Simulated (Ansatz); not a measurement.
# HfN (Fm-3m): zone-centre modes under pressure, part 2 of 2

Aim: how do the optical modes of HfN (Fm-3m) move with volume?

Ansatz 0.2.0; DFT PBEsol, scalar-relativistic, plane waves, PAW; PAW set soft_1.

So far. Step 3 (Tight relaxation): The forces vanish by symmetry and the pressure is -0.001 GPa, within the tolerances set. The cell now holds 11.40 Å³/atom.

The database entry behind the starting cell differs from later determinations by our own check (about 0.3 % short), so it need not match the best structure at ambient conditions.

### Step 4. Modes at rest

Phonons follow from the second derivative of the energy, found here by linear response.

The modes at rest are the reference of the series.

Input file input.yaml:

```yaml
crystal:
  lattice:
    - [0.0, 2.2508144934, 2.2508144934]
    - [2.2508144934, 0.0, 2.2508144934]
    - [2.2508144934, 2.2508144934, 0.0]
  atoms:
    - { symbol: "N", position: [0.5, 0.5, 0.5] }
    - { symbol: Hf, position: [0.0, 0.0, 0.0] }
kpoints:
  mp_grid: { grid: [16, 16, 16] }
hamiltonian:
  xc: pbesol
  pseudopotentials: { kind: paw, azcp: { folder: soft_1 }, xc_functional: pbe }
scf:
  occupations: { method: methfessel_paxton, width: 0.2 }
output:
  eigenvalues: true
phonons:
  method: dfpt
```

The run is started by

```bash
> ansatz run input.yaml --threads 4 --pin off --max-ram 10240MiB --backend cpu --events-out ev --progress --plain --runs-dir out
```

Numbers of over 12 decimals in the logs are rounded to 6 here.

The log of the run:

```text
[...]
Crystal: 2 atoms, lattice volume = 22.806 Å³
Basis set: ecut = 420 eV, 459 PW (Γ), exchange–correlation on 48×48×48 points (8 copies of the dense FFT grid, shifted against one another)
Bands: 20, of which v1, the nominal top of the filled ones, is band 16 counted from 1 (15 counted from 0)
Symmetry: 48 space group operations
k-points: 349 of 4096 (irreducible under 8 space group operations, time reversal used)
[...]
SCF iter   1: F=—  HF=-15981.050478 eV  |F-HF|=—  |Δ(HF+E_count)|=         —  Δρ=4.66e-2  dr2=2.54e-1  ethr=3.10e-3  ⟨swp⟩=4.7  Hψ=29709  notcnv=0
[...]
SCF iter  11: F=-15981.023147 eV  HF=-15981.023147 eV  |F-HF|=3.64e-12  |Δ(HF+E_count)|=  5.09e-11  S|Δr|=    0.00e0  Δρ=1.14e-7  dr2=3.75e-12  ethr=1.00e-12  ⟨swp⟩=8.4  Hψ=40977  notcnv=0
SCF 1 converged in 11 iterations: F = -15981.023147 eV  dr2 = 3.75e-12
[...]
DFPT response loops at Γ: preconditioner auto → Kerker (q_TF=auto, 2.872 Å⁻¹) (partly filled bands, converged f_vac=0.000); β = 1.00, the filter's whole step (`scf.mixing.beta` (0.50) is not read by the response loops under this deck's `scf.mixing.preconditioner`; to damp them name `kerker` or `kerker_dos`, under which they read `scf.mixing.beta`, and type it under 1.00, their step now; both keys bind the ground state too); Broyden in place of MSR1
SCF converged after 11 iterations
[...]
Free energy (F): -15981.023147 eV
[...]
Internal energy: -15981.023137 eV  (E = F + TS)
E sigma→0 (E₀):  -15981.023145 eV
Entropy (-TS):   -0.000010 eV (-0.005 meV/atom)
Fermi energy:    22.253510 eV
[...]
--- Band table (eV; the first three rows and the last of 349) ---
  k-point 0: bands = [... 12 lower, 19.3456, 19.3456, 19.3456, 21.8490, 21.8490, 21.8490, 24.1253, 24.1969]
  k-point 1: bands = [... 12 lower, 18.9244, 19.0928, 19.0928, 21.9782, 21.9902, 21.9902, 24.4178, 24.5138]
  k-point 2: bands = [... 12 lower, 17.9912, 18.5126, 18.5126, 22.1954, 22.3563, 22.3563, 25.1606, 25.3314]
  k-point 348: bands = [... 12 lower, 16.0784, 16.7556, 16.7556, 23.3966, 23.3966, 27.8742, 27.8955, 28.4717]
--- Phonons (Γ-DFPT): 2 representative perturbations + reference, on 349 of 4096 k-points (Σ response iterations 7) ---
  k mesh reduced under 8 symmetry operations, with k and −k counted as one. Each operation leaves every solved perturbation unchanged. A smaller set is not used because it would not reduce the number of displacements times k-points to solve
  ASR residual: 7.972e-5 → 0.000e0 eV/Å²; symmetrization residual: 1.438e-6 eV/Å²
  ASR residual per site (eV/Å²): 7.97e-5 1.13e-6
  Γ frequencies (cm⁻¹): 0.00 0.00 0.00 502.20 502.20 502.20
  non-analytic LO–TO correction: not included (Born effective charges unavailable; polar crystals: no LO–TO splitting at Γ)
```

Run time: 11 s. Hardware: 4 threads of Intel Xeon Platinum 8375C at 2.90GHz (Ice Lake), shared host; peak memory 0.83 GiB; 38 s of CPU time.

Reading the cycles: dr2 is the Hartree energy of the density residual (eV), the measure of convergence; HF is the Harris–Foulkes estimate of the energy, which meets the free energy F at convergence.

This step gave:

```
sum-rule residual before enforcement                    : 7.97e-5 eV/Å²
point group                                             : m-3m
highest optical mode at the zone centre (no LO-TO term) : 502.2 cm⁻¹
lowest optical zone-centre mode                         : 502.2 cm⁻¹
```

Patterns of degenerate modes are one choice out of their space. Modes at Γ, with each element's share of the kinetic energy:

```
mode  frequency (cm⁻¹)  symmetry  N %  Hf %
   1               0.0  acoustic    7    93
   2               0.0  acoustic    7    93
   3               0.0  acoustic    7    93
   4             502.2       T1u   93     7
   5             502.2       T1u   93     7
   6             502.2       T1u   93     7
```

Displacements in mode 6 (502.2 cm⁻¹), the largest set to 1:
```
N1   0.00  0.00  1.00
Hf2  0.00  0.00 -0.08
```

Before it was imposed, the acoustic sum rule was missed by 8.0e-5 eV/Å². Small misses are needed for a sound result but don't prove that mesh and cutoff are converged. The lowest optical mode is real, 502 cm⁻¹.

### Step 5. Ground state of a member: 1.06 times the volume at rest

The cell is set to 1.06 times the volume at rest; symmetry leaves nothing else free, so this is a single point.

input.yaml, the sections that differ from step 4:

```yaml
crystal:
  lattice:
    - [0.0, 2.2949593184, 2.2949593184]
    - [2.2949593184, 0.0, 2.2949593184]
    - [2.2949593184, 2.2949593184, 0.0]
  atoms:
    - { symbol: "N", position: [0.5, 0.5, 0.5] }
    - { symbol: Hf, position: [0.0, 0.0, 0.0] }
output:
  forces: true
  stress: true
  eigenvalues: true
# kpoints, hamiltonian, scf: as in step 4
# phonons: removed
```

The log of the run:

```text
[...]
Crystal: 2 atoms, lattice volume = 24.174 Å³
Basis set: ecut = 420 eV, 459 PW (Γ), exchange–correlation on 48×48×48 points (8 copies of the dense FFT grid, shifted against one another)
Bands: 20, of which v1, the nominal top of the filled ones, is band 16 counted from 1 (15 counted from 0)
Symmetry: 48 space group operations
[...]
k-points: 145 of 4096
[...]
SCF iter   1: F=—  HF=-15980.973676 eV  |F-HF|=—  |Δ(HF+E_count)|=         —  Δρ=4.50e-2  dr2=2.10e-1  ethr=3.10e-3  ⟨swp⟩=4.7  Hψ=12119  notcnv=0
[...]
SCF iter   9: F=-15980.957436 eV  HF=-15980.957436 eV  |F-HF|=2.47e-9  |Δ(HF+E_count)|=   2.03e-8  S|Δr|=    0.00e0  Δρ=2.98e-6  dr2=1.82e-9  ethr=2.28e-10  ⟨swp⟩=5.4  Hψ=12143  notcnv=0
SCF 1 converged in 9 iterations: F = -15980.957436 eV  dr2 = 1.82e-9
[...]
SCF converged after 9 iterations
[...]
Free energy (F): -15980.957436 eV
[...]
Internal energy: -15980.957665 eV  (E = F + TS)
E sigma→0 (E₀):  -15980.957493 eV
Entropy (-TS):   0.000229 eV (0.114 meV/atom)
Fermi energy:    20.950882 eV
[...]
--- Stress (GPa, compression-positive) ---
      -14.624744       0.000000      -0.000000
        0.000000     -14.624744      -0.000000
       -0.000000      -0.000000     -14.624744
  P = ⅓ Tr σ = -14.6247 GPa (-146.247 kbar)
--- Band table (eV; the first three rows and the last of 145) ---
  k-point 0: bands = [... 12 lower, 18.0959, 18.0959, 18.0959, 20.5877, 20.5877, 20.5877, 22.2862, 22.7666]
  k-point 1: bands = [... 12 lower, 17.6821, 17.8635, 17.8635, 20.7002, 20.7183, 20.7183, 22.5888, 23.0573]
  k-point 2: bands = [... 12 lower, 16.7772, 17.3291, 17.3291, 20.8831, 21.0589, 21.0589, 23.3448, 23.8113]
  k-point 144: bands = [... 12 lower, 15.0062, 15.5540, 15.5540, 22.0216, 22.0216, 26.0364, 26.1390, 26.6475]
```

Run time: 1.2 s. Hardware: 4 threads; peak memory 0.44 GiB; 3.8 s of CPU time.

Numbers from this step:

```
pressure        : -14.62 GPa
volume per atom : 12.09 Å³
```

The forces vanish by symmetry, at a pressure of -14.62 GPa.

### Step 6. Modes of this member: 1.06 times the volume at rest

The zone-centre modes follow for 1.06 times the volume at rest.

input.yaml, as its differences from that of step 5:

```diff
@@ -16,4 +16,4 @@
 output:
-  forces: true
-  stress: true
   eigenvalues: true
+phonons:
+  method: dfpt
```

The log of the run:

```text
[...]
Crystal: 2 atoms, lattice volume = 24.174 Å³
Basis set: ecut = 420 eV, 459 PW (Γ), exchange–correlation on 48×48×48 points (8 copies of the dense FFT grid, shifted against one another)
Bands: 20, of which v1, the nominal top of the filled ones, is band 16 counted from 1 (15 counted from 0)
Symmetry: 48 space group operations
k-points: 349 of 4096 (irreducible under 8 space group operations, time reversal used)
[...]
SCF iter   1: F=—  HF=-15980.973722 eV  |F-HF|=—  |Δ(HF+E_count)|=         —  Δρ=4.50e-2  dr2=2.10e-1  ethr=3.10e-3  ⟨swp⟩=4.7  Hψ=29335  notcnv=0
[...]
SCF iter  11: F=-15980.957436 eV  HF=-15980.957436 eV  |F-HF|=1.82e-12  |Δ(HF+E_count)|=  2.18e-11  S|Δr|=    0.00e0  Δρ=8.77e-8  dr2=1.30e-12  ethr=1.00e-12  ⟨swp⟩=8.4  Hψ=41080  notcnv=0
SCF 1 converged in 11 iterations: F = -15980.957436 eV  dr2 = 1.30e-12
[...]
SCF converged after 11 iterations
[...]
Free energy (F): -15980.957436 eV
[...]
Internal energy: -15980.957665 eV  (E = F + TS)
E sigma→0 (E₀):  -15980.957493 eV
Entropy (-TS):   0.000229 eV (0.114 meV/atom)
Fermi energy:    20.950904 eV
[...]
--- Band table (eV; the first three rows and the last of 349) ---
  k-point 0: bands = [... 12 lower, 18.0959, 18.0959, 18.0959, 20.5877, 20.5877, 20.5877, 22.2862, 22.7666]
  k-point 1: bands = [... 12 lower, 17.6821, 17.8636, 17.8636, 20.7002, 20.7183, 20.7183, 22.5888, 23.0574]
  k-point 2: bands = [... 12 lower, 16.7772, 17.3291, 17.3291, 20.8832, 21.0590, 21.0590, 23.3448, 23.8114]
  k-point 348: bands = [... 12 lower, 15.0062, 15.5540, 15.5540, 22.0216, 22.0216, 26.0364, 26.1391, 26.6476]
[...]
ASR residual: 3.720e-5 → 0.000e0 eV/Å²; symmetrization residual: 1.480e-6 eV/Å²
  ASR residual per site (eV/Å²): 3.72e-5 1.53e-5
  Γ frequencies (cm⁻¹): 0.00 0.00 0.00 446.42 446.42 446.42
[...]
```

It took 11 s on 4 threads; peak memory 0.86 GiB.

This step gave:

| Item | Value |
| --- | --- |
| sum-rule residual before enforcement | 3.72e-5 eV/Å² |
| highest optical mode at the zone centre (no LO-TO term) | 446.4 cm⁻¹ |
| lowest optical zone-centre mode | 446.4 cm⁻¹ |

Patterns of degenerate modes are one choice out of their space. The modes at Γ (shares of kinetic energy by element, %):

```csv
mode,frequency (cm⁻¹),symmetry,N %,Hf %
1,0.0,acoustic,7,93
2,0.0,acoustic,7,93
3,0.0,acoustic,7,93
4,446.4,T1u,93,7
5,446.4,T1u,93,7
6,446.4,T1u,93,7
```

The optical mode lies at 446.4 cm⁻¹.

For the highest optical mode at the zone centre (no LO-TO term), step 4 gave 502 cm⁻¹; this run, with volume ratio 1.06, gives 446 cm⁻¹ (-11 %).

### Step 7. Ground state of a member: 0.9 times the volume at rest

The cell is set to 0.9 times the volume at rest; symmetry leaves nothing else free, so this is a single point.

input.yaml, the sections that differ from step 6:

```yaml
crystal:
  lattice:
    - [0.0, 2.1731375001, 2.1731375001]
    - [2.1731375001, 0.0, 2.1731375001]
    - [2.1731375001, 2.1731375001, 0.0]
  atoms:
    - { symbol: "N", position: [0.5, 0.5, 0.5] }
    - { symbol: Hf, position: [0.0, 0.0, 0.0] }
output:
  forces: true
  stress: true
  eigenvalues: true
# kpoints, hamiltonian, scf: as in step 6
# phonons: removed
```

The log of the run:

```text
[...]
Crystal: 2 atoms, lattice volume = 20.525 Å³
Basis set: ecut = 420 eV, 411 PW (Γ), exchange–correlation on 48×48×48 points (8 copies of the dense FFT grid, shifted against one another)
Bands: 20, of which v1, the nominal top of the filled ones, is band 16 counted from 1 (15 counted from 0)
Symmetry: 48 space group operations
[...]
k-points: 145 of 4096
[...]
--- Band table (eV; the first three rows and the last of 145) ---
  k-point 0: bands = [... 12 lower, 21.7979, 21.7979, 21.7979, 24.2687, 24.2687, 24.2687, 26.9480, 26.9480]
  k-point 1: bands = [... 12 lower, 21.3507, 21.4979, 21.4979, 24.4313, 24.4313, 24.4319, 27.3188, 27.3188]
  k-point 2: bands = [... 12 lower, 20.3618, 20.8236, 20.8236, 24.7148, 24.8472, 24.8472, 28.2663, 28.2663]
  k-point 144: bands = [... 12 lower, 18.1757, 19.1470, 19.1470, 26.0514, 26.0514, 31.2310, 31.5215, 32.0129]
[key lines of the parts left out:]
SCF converged after 9 iterations
Free energy (F): -15980.779934 eV
Fermi energy:    24.762361 eV
P = ⅓ Tr σ = 37.4698 GPa (374.698 kbar)
```

Run time: 1.1 s. Hardware: 4 threads; peak memory 0.41 GiB.

Numbers from this step:

```
pressure        : 37.47 GPa
volume per atom : 10.26 Å³
```

The forces vanish by symmetry, at a pressure of 37.47 GPa.

### Step 8. Zone-centre modes of the member: 0.9 times the volume at rest

The zone-centre modes follow for 0.9 times the volume at rest.

input.yaml, as its differences from that of step 7:

```diff
@@ -16,4 +16,4 @@
 output:
-  forces: true
-  stress: true
   eigenvalues: true
+phonons:
+  method: dfpt
```

The log of the run:

```text
[...]
Crystal: 2 atoms, lattice volume = 20.525 Å³
Basis set: ecut = 420 eV, 411 PW (Γ), exchange–correlation on 48×48×48 points (8 copies of the dense FFT grid, shifted against one another)
Bands: 20, of which v1, the nominal top of the filled ones, is band 16 counted from 1 (15 counted from 0)
Symmetry: 48 space group operations
k-points: 349 of 4096 (irreducible under 8 space group operations, time reversal used)
[...]
k-point 2: bands = [... 12 lower, 20.3618, 20.8236, 20.8236, 24.7148, 24.8473, 24.8473, 28.2663, 28.2663]
  k-point 348: bands = [... 12 lower, 18.1758, 19.1470, 19.1470, 26.0515, 26.0515, 31.2310, 31.5215, 32.0130]
[...]
ASR residual: 1.432e-5 → 0.000e0 eV/Å²; symmetrization residual: 9.022e-7 eV/Å²
  ASR residual per site (eV/Å²): 1.43e-5 1.27e-5
  Γ frequencies (cm⁻¹): 0.00 0.00 0.00 604.87 604.87 604.87
[...]
[key lines of the parts left out:]
SCF converged after 11 iterations
Free energy (F): -15980.779934 eV
Fermi energy:    24.762378 eV
```

It took 10 s on 4 threads; peak memory 0.81 GiB.

This step gave:

| Item | Value |
| --- | --- |
| sum-rule residual before enforcement | 1.43e-5 eV/Å² |
| highest optical mode at the zone centre (no LO-TO term) | 604.9 cm⁻¹ |
| lowest optical zone-centre mode | 604.9 cm⁻¹ |

Patterns of degenerate modes are one choice out of their space. The modes at Γ (shares of kinetic energy by element, %):

```csv
mode,frequency (cm⁻¹),symmetry,N %,Hf %
1,0.0,acoustic,7,93
2,0.0,acoustic,7,93
3,0.0,acoustic,7,93
4,604.9,T1u,93,7
5,604.9,T1u,93,7
6,604.9,T1u,93,7
```

The optical mode lies at 604.9 cm⁻¹.

For the highest optical mode at the zone centre (no LO-TO term), step 4 gave 502 cm⁻¹; this run, with volume ratio 0.9, gives 605 cm⁻¹ (+20 %).

### Step 9. All members side by side

The members are set side by side, also those not shown above.

Each row is one cell with its response, relaxed at fixed volume as far as symmetry leaves anything free; energies are extrapolated to zero smearing, and E0 is that at rest; shape and atoms are relaxed in each cell where symmetry leaves them free; all runs use 16×16×16 k points and Methfessel-Paxton smearing of 0.2 eV. State of the crystal along the series:

```
volume ratio  V (Å³/atom)  pressure (GPa)  E - E0 (meV/atom)
         0.9        10.26           37.47              121.7
        0.92        10.49           28.31              74.97
        0.94        10.72           20.07              40.61
        0.96        10.95           12.66              17.42
        0.98        11.18           5.994              4.192
        0.99        11.29           2.918              1.032
           1         11.4        -6.78e-4                  0
        1.02        11.63          -5.396              3.897
        1.04        11.86          -10.25              15.07
        1.06        12.09          -14.62              32.83
```

Each mode is tracked from rest by its pattern, and modes that stay within 0.3 cm⁻¹ of each other stand once; shape and atoms are relaxed in each cell where symmetry leaves them free; all runs use 16×16×16 k points and Methfessel-Paxton smearing of 0.2 eV. Optical modes along the series:

| V (Å³/atom) | mode 4 T1u (cm⁻¹) |
| --- | --- |
| 10.26 | 604.9 |
| 10.49 | 583.2 |
| 10.72 | 562.2 |
| 10.95 | 541.7 |
| 11.18 | 521.7 |
| 11.29 | 511.9 |
| 11.4 | 502.2 |
| 11.63 | 483.2 |
| 11.86 | 464.6 |
| 12.09 | 446.4 |

From cubic fits (parabolas where under five rows exist) of ln ω and P against ln V through the rows within about 4 % of rest: γ = −d ln ω / d ln V and dω/dP = γ ω / B. Slopes at rest:

```
      mode  fitted frequency at rest (cm⁻¹)  Grüneisen parameter γ  dω/dP (cm⁻¹/GPa)
mode 4 T1u                            502.2                   1.92              3.39
```

### Step 10. Summary of results

- members: 10
- highest optical mode at the zone centre (no LO-TO term), at rest: 502.2 cm⁻¹
- bulk modulus at rest: 284 GPa
- mode 4 T1u, γ: 1.92

In words: The series spans -14.6 to 37.5 GPa, and the slope at rest gives a bulk modulus of 284 GPa. The optical mode has γ = 1.92 and moves by 3.4 cm⁻¹ for each GPa. One k mesh and one cutoff serve the ground states and modes of all volumes. These are harmonic frequencies at zero temperature: anharmonic shifts, linewidths and thermal expansion are left out. Spin-orbit coupling is left out, which can matter for the heavy elements here. With no gap, or one that is small against the smearing, the frequencies hang on the k mesh and the smearing, most of all near Kohn anomalies. The runs are without spin polarisation, although the cell has an odd electron count. The PAW files were made for PBE; the program adapts parts of them to the functional of the run, but their partial waves stay those of PBE, an approximation that was not tested in this session. Only the zone centre was solved, so an instability at another wavevector cannot show here.

[Logs are printed without paths, hosts, clocks, repeated set-up lines and the standing remarks that a program may print on its own settings, such as how far it seeks lower states.]

[Hosts, paths, dates, database ids (printed as entryN), source tags and the programs' standing remarks are cut or masked in the printed files.]
